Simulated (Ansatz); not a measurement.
# Which functional for work functions? 14 faces: close-packed faces

Five functionals are run on the same slabs. Which comes nearest to measured work functions, is its error a steady shift or a scatter, and what does it cost?

Measured values are compiled ones, as quoted in “Properties of real metallic surfaces: Effects of density functional semilocality and van der Waals nonlocality” (2017, arxiv:1702.08515) and “Anisotropic work function of elemental crystals” (2019, arxiv:1902.07811).

Set-up. Ansatz 0.2.0, plane waves with PAW datasets (its set soft_2) at their recommended cutoffs; symmetric slabs of 7 layers (11 for bcc (111)) cut at the tabulated experimental lattice constant, atoms at bulk places, 18 Å of vacuum, k-spacing 0.16 Å⁻¹ (2π included), Fermi-Dirac smearing of 0.1 eV, SCF threshold 1e-9 eV; spin-polarised where the metal is Fe, Co or Ni. The work function is the vacuum level less the Fermi level; differences are formed before rounding. CPU times are from shared hosts of several kinds. For Ni(111) in r2SCAN the value lies over 0.17 eV from that functional's usual offset from PBE, so the magnetic state may differ; it is kept.

The runs side by side:

```
                                             face  measured (eV)  LDA error (eV)  PBEsol error (eV)  r2SCAN error (eV)  PBE error (eV)  RPBE error (eV)
                                          Al(111)           4.32           −0.11              −0.22              −0.23           −0.28            −0.36
                                          Fe(110)           5.12           −0.04              −0.27              −0.27           −0.38            −0.55
                                          Ni(111)           5.36           +0.09              −0.16              −0.52           −0.29            −0.47
                                          Cu(111)            4.9           +0.27              +0.04              −0.05           −0.08            −0.25
                                          Nb(110)           4.63           +0.16              +0.01              −0.01           −0.09            −0.22
                                          Mo(110)           4.95           +0.01              −0.18              −0.25           −0.29            −0.44
                                          Rh(111)           5.46           +0.10              −0.16              −0.30           −0.29            −0.47
                                          Pd(111)           5.67           −0.03              −0.31              −0.45           −0.45            −0.64
                                          Ag(111)           4.53           +0.34              +0.05              −0.12           −0.08            −0.28
                                          Ta(110)           4.74           +0.27              +0.14              +0.15           +0.05            −0.07
                                           W(110)           5.25           −0.08              −0.25              −0.27           −0.35            −0.48
                                         Re(0001)           5.15           +0.18               0.00              −0.05           −0.12            −0.26
                                          Ir(111)           5.78           +0.09              −0.14              −0.23           −0.28            −0.43
                                          Pt(111)           5.91           +0.14              −0.11              −0.18           −0.25            −0.41
                                       mean error                          +0.10              −0.11              −0.20           −0.23            −0.38
                              mean absolute error                           0.14               0.15               0.22            0.23             0.38
                            spread about the mean                           0.13               0.13               0.17            0.14             0.14
mean absolute error, PBE's relaxation shift added                           0.14               0.16               0.23            0.25             0.40
            CPU time over PBE's (median, rounded)                              1                  1                  2               1                1
```

**Reading.** LDA has the smallest mean absolute error, 0.14 eV, but PBEsol, r2SCAN and PBE are within 0.1 eV of it, which measured values of this quality can't tell apart. LDA's error is shift and scatter alike (mean +0.10, spread 0.13 eV), and its worst face is Ag(111). Relaxation moves PBE's values by −0.10 to +0.05 eV; with that shift added to every functional (zero where a face has no relaxed run), the two smallest errors are 0.14 eV (LDA) and 0.16 eV (PBEsol). The mean errors run from −0.38 to +0.10 eV, while the spread about the mean stays between 0.13 and 0.17 eV: the functionals differ from each other mostly by a common shift. PBE is low on average by 0.23 eV. r2SCAN, at its higher cutoff, takes about 2.3 times PBE's time (median) for a mean absolute error of 0.22 eV against PBE's 0.23 eV.

**Limits.** Compiled measured values differ between sources by a tenth of an eV or more, which bounds what the ranking can tell. The slabs are unrelaxed and share the tabulated experimental lattice constant; faces that reconstruct, and Cr, whose antiferromagnetism these cells miss, and faces where a run is missing or in doubt, are left out. Spin-orbit coupling is left out. The table is a selection: not every member that was run is listed.

[Logs are printed without paths, hosts, clocks, repeated set-up lines and the standing remarks that a program may print on its own settings, such as how far it seeks lower states.]
